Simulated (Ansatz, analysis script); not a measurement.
**Constrained moments in CrB2**

How well does a Heisenberg term describe CrB2? One moment is turned under a constraint.

Main program and level: Ansatz 0.2.0; LDA with U = 2 eV on Cr d (ortho-atomic projectors), PAW set soft_1 (files made for PBE).

## (1) The starting structure

It takes space group P6/mmm (No. 191, hexagonal). Conventional cell: a = 2.970 Å, b = 2.970 Å, c = 3.070 Å, α = 90.00°, β = 90.00°, γ = 120.00°. Nearest to Cr lie 12 B at 2.30 Å. Nearest to B lie 3 B at 1.71 Å and 6 Cr at 2.30 Å. Farther neighbours are not listed.

The cell of this run holds 6 atoms, 2 of them with a starting moment; values «a cell» refer to the cell of the run in question.

## (2) The collinear state

The work starts on two spin channels, which tell the size of the moments.

input.yaml reads:

```yaml
crystal:
  lattice:
    - [2.97, 0.0, 0.0]
    - [-1.485, 2.5720954492, 0.0]
    - [0.0, 0.0, 6.14]
  atoms:
    - { symbol: Cr, position: [0.0, 0.0, 0.0], spin: 2.5 }
    - { symbol: Cr, position: [0.0, 0.0, 0.5], spin: -2.5 }
    - { symbol: B, position: [0.3333333333, 0.6666666667, 0.25] }
    - { symbol: B, position: [0.3333333333, 0.6666666667, 0.75] }
    - { symbol: B, position: [0.6666666667, 0.3333333333, 0.25] }
    - { symbol: B, position: [0.6666666667, 0.3333333333, 0.75] }
magnetization:
  spin_polarized: true
kpoints:
  mp_grid: { grid: [10, 10, 5] }
hamiltonian:
  xc: lda
  hubbard:
    projectors: ortho-atomic
    sites: [{ species: Cr, l: d, u_eff: 2.0 }]
  pseudopotentials: { kind: paw, azcp: { folder: soft_1 }, xc_functional: pbe }
scf:
  occupations: { method: cold, width: 0.05 }
  max_iter: 120
  convergence: { dr2_threshold: 1.0e-08 }
```

Run with:

```sh
$ ansatz run input.yaml --threads 4 --pin off --max-ram 11264MiB --backend cpu --events-out ev --progress --plain --runs-dir out
```

Numbers of over 12 decimals in the logs are rounded to 6 here.

Output:

```text
Engine: ansatz 0.2.0, aarch64-unknown-linux-gnu
Pseudopotentials: kind: paw
Pseudopotential: Cr, paw, valence charge 14, recommended cutoff 420 eV (normal), soft_1/Cr.paw.azcp
Pseudopotential: B, paw, valence charge 3, recommended cutoff 420 eV (normal), soft_1/B.paw.azcp
Functional definition: SPW92
  exchange = slater_x
  correlation = pw_c
Crystal: 6 atoms, lattice volume = 46.904 Å³
Basis set: ecut = 420 eV, 909 PW (Γ)
Bands: 29, of which v1, the nominal top of the filled ones, is band 20 counted from 1 (19 counted from 0)
Symmetry: 24 space group operations
Space group: P6/mmm (ITA 191), of the structure as read, at distance tolerance 3.6e-5 Å
Magnetic group: BNS 191.242 (UNI 1472), of the structure as read, at distance tolerance 3.6e-5 Å
k-points: 42 of 500
Non-local potential: Cr, projectors of the file, l = 0: 3, l = 1: 2, l = 2: 3, l = 3: 1
Non-local potential: B, projectors of the file, l = 0: 2, l = 1: 2, l = 2: 1
PAW form: soft (Blöchl's): semilocal exchange-correlation on the pseudo side does not see the compensation charge
PAW frozen core: Cr, regenerated for the run's functional, and the local potential with it (the file was generated under x = pbe(κ = 0.804, μ = 0.219515), c = pbe(β = 0.066725))
PAW frozen core: B, regenerated for the run's functional, and the local potential with it (the file was generated under x = pbe(κ = 0.804, μ = 0.219515), c = pbe(β = 0.066725))
PAW one-centre angular grid: Cr, 590 points (default); XC on 64 Gauss nodes
PAW one-centre angular grid: B, 110 points (default); XC on 64 Gauss nodes
Initial density: superposition of atomic densities (chi_scale 0.1, normalization cell)
Starting moments: Σ|m| = 5 μB on 2 of 6 sites
Starting magnetic order: antiferromagnet; a translation exchanges its spin sublattices: spin-degenerate at every k-point
Initial wavefunctions: pseudopotential atomic-orbital guess
Functional: x = slater, c = lda
the translation (0, 0, 0.5) carries every atom to within crystal.symmetry.tolerance of an atom of its element with the starting moment reversed, but both spin channels are solved: the dense FFT box has an odd point count along it
SCF iter   1: F=—  HF=-7254.140532 eV  |F-HF|=—  |Δ(HF+E_count)|=         —  Δρ=1.64e-1 (↑1.64e-1 ↓1.64e-1)  dr2=6.09e1  dr2_m=1.09e0  M=0.000 μB ∫|m|=3.274 μB  β_m=0.30  ethr=3.10e-3  ⟨swp⟩=5.8  Hψ=9219  notcnv=0  defer=26
preconditioner: auto → Kerker (q_TF=auto, 2.657 Å⁻¹)  [metal: Δε(μ)=0.023 eV  Ē_g=10.435 eV  σ=0.050 eV  W_gap=0.26  n_scr=22 (ndim 8)  ℏωp=26.6 eV  f_vac=0.000  D(μ)=3.19/eV (n_scr^D=36)]
spin=Collinear: Kerker preconditioning applied to the charge; magnetization (m = ρ↑ − ρ↓) channel mixes plain (no charge-response kernel on spin).
SCF iter   2: F=—  HF=-7244.531000 eV  |F-HF|=—  |Δ(HF+E_count)|=    9.61e0  Δρ=5.19e-2 (↑5.19e-2 ↓5.19e-2)  dr2=7.56e0  dr2_m=1.28e-1  M=0.000 μB ∫|m|=4.424 μB  β_m=1.00  ethr=3.10e-3  ⟨swp⟩=3.8  Hψ=6210  notcnv=0  defer=180
SCF iter   3: F=—  HF=-7243.153387 eV  |F-HF|=—  |Δ(HF+E_count)|=    1.38e0  Δρ=3.07e-2 (↑3.07e-2 ↓3.07e-2)  dr2=6.83e-1  dr2_m=1.60e-1  M=-0.000 μB ∫|m|=4.860 μB  β_m=1.00  ethr=3.10e-3  ⟨swp⟩=2.1  Hψ=4377  notcnv=0  defer=192
SCF iter   4: F=—  HF=-7242.932296 eV  |F-HF|=—  |Δ(HF+E_count)|=   2.21e-1  Δρ=1.12e-2 (↑1.09e-2 ↓1.12e-2)  dr2=2.20e-1  dr2_m=5.63e-3  M=0.003 μB ∫|m|=4.846 μB  β_m=0.30  ethr=1.71e-3  ⟨swp⟩=2.2  Hψ=5152  notcnv=0  defer=196
SCF iter   5: F=—  HF=-7242.959825 eV  |F-HF|=—  |Δ(HF+E_count)|=   2.75e-2  Δρ=6.21e-3 (↑5.93e-3 ↓6.21e-3)  dr2=3.64e-2  dr2_m=7.18e-3  M=-0.002 μB ∫|m|=4.965 μB  β_m=1.00  ethr=5.51e-4  ⟨swp⟩=2.9  Hψ=4120  notcnv=0  defer=196
SCF iter   6: F=—  HF=-7243.002369 eV  |F-HF|=—  |Δ(HF+E_count)|=   4.25e-2  Δρ=2.68e-3 (↑2.68e-3 ↓2.52e-3)  dr2=1.05e-2  dr2_m=7.28e-4  M=0.005 μB ∫|m|=5.002 μB  β_m=1.00  ethr=9.09e-5  ⟨swp⟩=2.3  Hψ=3979  notcnv=0  defer=196
SCF iter   7: F=—  HF=-7243.029245 eV  |F-HF|=—  |Δ(HF+E_count)|=   2.69e-2  Δρ=2.13e-3 (↑2.13e-3 ↓2.03e-3)  dr2=4.32e-3  dr2_m=7.94e-4  M=-0.000 μB ∫|m|=5.037 μB  β_m=0.30  ethr=2.63e-5  ⟨swp⟩=1.5  Hψ=2411  notcnv=0  defer=196
Mixer restart at iter 7: flushing history
spin-set hold released at iteration 7 (site moments contracting): the magnetisation degrees of freedom join the quasi-Newton model from the next iteration; the mixer history was flushed
SCF iter   8: F=—  HF=-7243.049198 eV  |F-HF|=—  |Δ(HF+E_count)|=   2.00e-2  Δρ=2.21e-3 (↑2.21e-3 ↓2.08e-3)  dr2=4.92e-4  dr2_m=1.74e-3  M=0.001 μB ∫|m|=5.062 μB  β_m=0.65  ethr=1.08e-5  ⟨swp⟩=2.0  Hψ=3124  notcnv=0  defer=196
SCF iter   9: F=—  HF=-7243.077976 eV  |F-HF|=—  |Δ(HF+E_count)|=   2.88e-2  Δρ=3.32e-3 (↑3.32e-3 ↓2.75e-3)  dr2=1.64e-2  dr2_m=6.56e-4  M=-0.022 μB ∫|m|=5.121 μB  β_m=0.57  ethr=1.23e-6  ⟨swp⟩=2.7  Hψ=4612  notcnv=0  defer=196
[...]
SCF iter  11: F=—  HF=-7243.076714 eV  |F-HF|=—  |Δ(HF+E_count)|=   3.55e-4  Δρ=1.23e-3 (↑8.84e-4 ↓1.23e-3)  dr2=3.37e-4  dr2_m=3.86e-4  M=-0.003 μB ∫|m|=5.150 μB  β_m=0.65  ethr=1.23e-6  ⟨swp⟩=2.0  Hψ=4269  notcnv=0  defer=196
SCF iter  12: F=—  HF=-7243.076841 eV  |F-HF|=—  |Δ(HF+E_count)|=   1.27e-4  Δρ=2.26e-4 (↑2.10e-4 ↓2.26e-4)  dr2=5.20e-6  dr2_m=1.83e-5  M=-0.000 μB ∫|m|=5.157 μB  β_m=0.65  ethr=8.42e-7  ⟨swp⟩=2.2  Hψ=2884  notcnv=0  defer=196
SCF iter  13: F=—  HF=-7243.074744 eV  |F-HF|=—  |Δ(HF+E_count)|=         —  Δρ=2.10e-4 (↑2.10e-4 ↓2.07e-4)  dr2=3.56e-5  dr2_m=5.11e-6  M=-0.000 μB ∫|m|=5.159 μB  β_m=0.65  ethr=1.30e-8  ⟨swp⟩=2.3  Hψ=3675  notcnv=0  defer=196
Mixer restart at iter 13: flushing history
iteration 13: the input's own smearing fills from here on; a Gaussian of 0.05 eV has filled iterations ahead of it
SCF iter  14: F=—  HF=-7243.074757 eV  |F-HF|=—  |Δ(HF+E_count)|=   1.30e-5  S|Δr|=    0.00e0  Δρ=1.40e-4 (↑1.40e-4 ↓1.27e-4)  dr2=1.42e-5  dr2_m=1.84e-6  M=0.000 μB ∫|m|=5.160 μB  β_m=0.80  ethr=1.30e-8  ⟨swp⟩=2.0  Hψ=3934  notcnv=0  defer=196
SCF iter  15: F=—  HF=-7243.074764 eV  |F-HF|=—  |Δ(HF+E_count)|=   7.18e-6  S|Δr|=    0.00e0  Δρ=1.57e-4 (↑1.57e-4 ↓8.83e-5)  dr2=2.53e-5  dr2_m=1.55e-6  M=-0.001 μB ∫|m|=5.159 μB  β_m=0.75  ethr=1.30e-8  ⟨swp⟩=2.0  Hψ=3934  notcnv=0  defer=196
SCF iter  16: F=—  HF=-7243.074765 eV  |F-HF|=—  |Δ(HF+E_count)|=   2.67e-7  S|Δr|=    0.00e0  Δρ=1.48e-4 (↑1.28e-4 ↓1.48e-4)  dr2=4.10e-5  dr2_m=2.60e-6  M=0.002 μB ∫|m|=5.160 μB  β_m=0.52  ethr=1.30e-8  ⟨swp⟩=2.0  Hψ=3866  notcnv=0  defer=196
SCF iter  17: F=—  HF=-7243.074763 eV  |F-HF|=—  |Δ(HF+E_count)|=   1.83e-6  S|Δr|=    0.00e0  Δρ=1.55e-5 (↑1.55e-5 ↓1.47e-5)  dr2=1.70e-7  dr2_m=2.92e-8  M=0.000 μB ∫|m|=5.160 μB  β_m=0.65  ethr=1.30e-8  ⟨swp⟩=2.3  Hψ=2986  notcnv=0  defer=196
SCF iter  18: F=—  HF=-7243.074763 eV  |F-HF|=—  |Δ(HF+E_count)|=   4.39e-8  S|Δr|=    0.00e0  Δρ=3.84e-6 (↑3.84e-6 ↓3.50e-6)  dr2=1.23e-8  dr2_m=1.92e-9  M=0.000 μB ∫|m|=5.160 μB  β_m=0.83  ethr=4.25e-10  ⟨swp⟩=2.5  Hψ=3373  notcnv=0  defer=196
SCF iter  19: F=-7243.074763 eV  HF=-7243.074763 eV  |F-HF|=1.27e-9  |Δ(HF+E_count)|=   1.37e-9  S|Δr|=    0.00e0  Δρ=1.51e-6 (↑4.77e-7 ↓1.51e-6)  dr2=1.57e-9  dr2_m=3.13e-10  M=-0.000 μB ∫|m|=5.160 μB  ethr=2.50e-11  ⟨swp⟩=2.0  Hψ=4456  notcnv=0
SCF 1 converged in 19 iterations: F = -7243.074763 eV  dr2 = 1.57e-9
  greatest PAW one-centre occupation: 1.001 electrons in one spin orbital (limit 2), on the Cr atom at site 1 (counted from 0), in its partial waves of l = 0
this state was not tested for a lower state beside it, because cold or Methfessel-Paxton smearing, or corrected tetrahedra, fill the levels in a way that the test cannot read (fill_not_monotonic; see scf.lower_state_search)
SCF converged after 19 iterations
Magnetization: -0.0000 μB (20.0000 up, 20.0000 down)
Absolute magnetization: 5.1620 μB (∫|ρ↑−ρ↓|, with the PAW one-centre terms)
Spin contamination: 2.2105 ħ² per cell (⟨S²⟩ above its minimum at these occupations)
Per-site moments (μB) at R_I (Å): [(2.186367, 0.949335), (-2.186372, 0.949335), (-4.426211679621794e-7, 0.707326), (-4.4262116796055275e-7, 0.707326), (-4.4262116796425434e-7, 0.707326), (-4.4262116803633764e-7, 0.707326)]
Free energy (F): -7243.074763 eV
Harris-Foulkes:  -7243.074763 eV  (|F-HF|=1.27e-9)
Internal energy: -7243.073755 eV  (E = F + TS)
E sigma→0 (E₀):  -7243.074427 eV
Entropy (-TS):   -0.001008 eV (-0.168 meV/atom)
Fermi energy:    15.816766 eV
Step filling:    the computed levels leave a gap of 0.0000 eV = 0.0 smearing widths at the electron count; against every level under it full and every level over it empty, smearing changes F+E_penalty+E_count by -0.610 meV and its σ→0 estimate by -0.274 meV
--- Per-component energies (eV) ---
  E_band       = -280.263893
  E_kinetic    = 814.252185
  E_local      = -2783.560190  (includes V_loc(G=0)·N_el)
  E_nonlocal   = 133.219183
  E_hartree    = 1286.400519
  E_xc         = -364.182334
  E_vxc        = -452.968870  (∫ρ·V_xc dr)
  E_hubbard    = 3.549626  (on-site DFT+U / exact-exchange correction)
  E_vhub       = -3.047790  (the Hubbard potential's part of the band-sum identity)
  E_paw        = -2622.960784  (= ΣΔE_a)
  E_vpaw       = -560.960707  (= ΣTr[D̂ρ^β])
  E_aug_tail   = 0.001912  (compensation charges beyond the density's cutoff)
  E_ewald      = -3710.707461
  E_core_change = 0.913587  (= ΣΔE_core)
  E_smearing   = -0.001008  (= −TS)
  E_closure    = -0.000000  (closes the sum)
  Σ components = -7243.074763   (vs F -7243.074763, Δ=0.00e0)
Occupation matrices written to <dir>
```

The job ended after 5.7 s (4 threads of Arm Neoverse V1, shared host; peak memory 0.43 GiB; 19 s of CPU time).

In the SCF lines HF is the Harris–Foulkes energy and dr2 the Hartree energy of the density residual, in eV; the loop may stop once dr2 is under the threshold and the program's other checks hold. Hψ counts applications of the Hamiltonian.

Spin moment in the atom's sphere by atom:

```tsv
atom	spin moment in the atom's sphere (μB)
Cr1	2.19
Cr2	-2.19
B3	0.00
B4	0.00
B5	0.00
B6	0.00
```

Tables count atoms from 1; parts of the log count from 0.

The run ends antiferromagnetic, with a net moment of 0 μB a cell. Only this order was typed.

## (3) The same state on a denser mesh

Levels at the Fermi energy are partly filled, so moments and energy differences can hang on the k-mesh, and the state is solved again on a denser one.

input.yaml, the sections that differ from step 2:

```yaml
crystal:
  lattice:
    - [2.97, 0.0, 0.0]
    - [-1.485, 2.5720954492, 0.0]
    - [0.0, 0.0, 6.14]
  atoms:
    - { symbol: Cr, position: [0.0, 0.0, 0.0], spin: 2.19 }
    - { symbol: Cr, position: [0.0, 0.0, 0.5], spin: -2.19 }
    - { symbol: B, position: [0.3333333333, 0.6666666667, 0.25] }
    - { symbol: B, position: [0.3333333333, 0.6666666667, 0.75] }
    - { symbol: B, position: [0.6666666667, 0.3333333333, 0.25] }
    - { symbol: B, position: [0.6666666667, 0.3333333333, 0.75] }
kpoints:
  mp_grid: { grid: [15, 15, 7] }
basis:
  ecutwfc: 420.0
checkpoint:
  read: start
  write: ck
  compress: false
  write_wavefunctions: false
  write_every: 100000
# magnetization, hamiltonian, scf: as in step 2
```

Output:

```text
[...]
Per-site moments (μB) at R_I (Å): [(2.207629, 0.949335), (-2.207619, 0.949335), (2.3986766133307525e-7, 0.707326), (2.398676613502046e-7, 0.707326), (2.3986766132127407e-7, 0.707326), (2.3986766133020767e-7, 0.707326)]
Free energy (F): -7243.076389 eV
[...]
Internal energy: -7243.076560 eV  (E = F + TS)
E sigma→0 (E₀):  -7243.076446 eV
Entropy (-TS):   0.000171 eV (0.029 meV/atom)
Fermi energy:    15.828966 eV
[...]
Occupation matrices written to <dir>
[key lines of the parts left out:]
SCF converged after 8 iterations
Magnetization: 0.0000 μB (20.0000 up, 20.0000 down)
```

The job ended after 5.3 s (4 threads; peak memory 0.56 GiB).

Spin moment in the atom's sphere by atom:

```tsv
atom	spin moment in the atom's sphere (μB)
Cr1	2.21
Cr2	-2.21
B3	0.00
B4	0.00
B5	0.00
B6	0.00
```

The run ends antiferromagnetic, with a net moment of 0 μB a cell, against 0 μB on the first mesh.

(Continued in part 2 of 2.)

[Logs and program files are shortened in this print: banners, set-up blocks, solver, clock and traceback lines can be left out without a mark of their own.]

[Logs are printed without paths, hosts, clocks, repeated set-up lines and the standing remarks that a program may print on its own settings, such as how far it seeks lower states.]

[Hosts, paths, dates, database ids (printed as entryN), source tags and the programs' standing remarks are cut or masked in the printed files.]
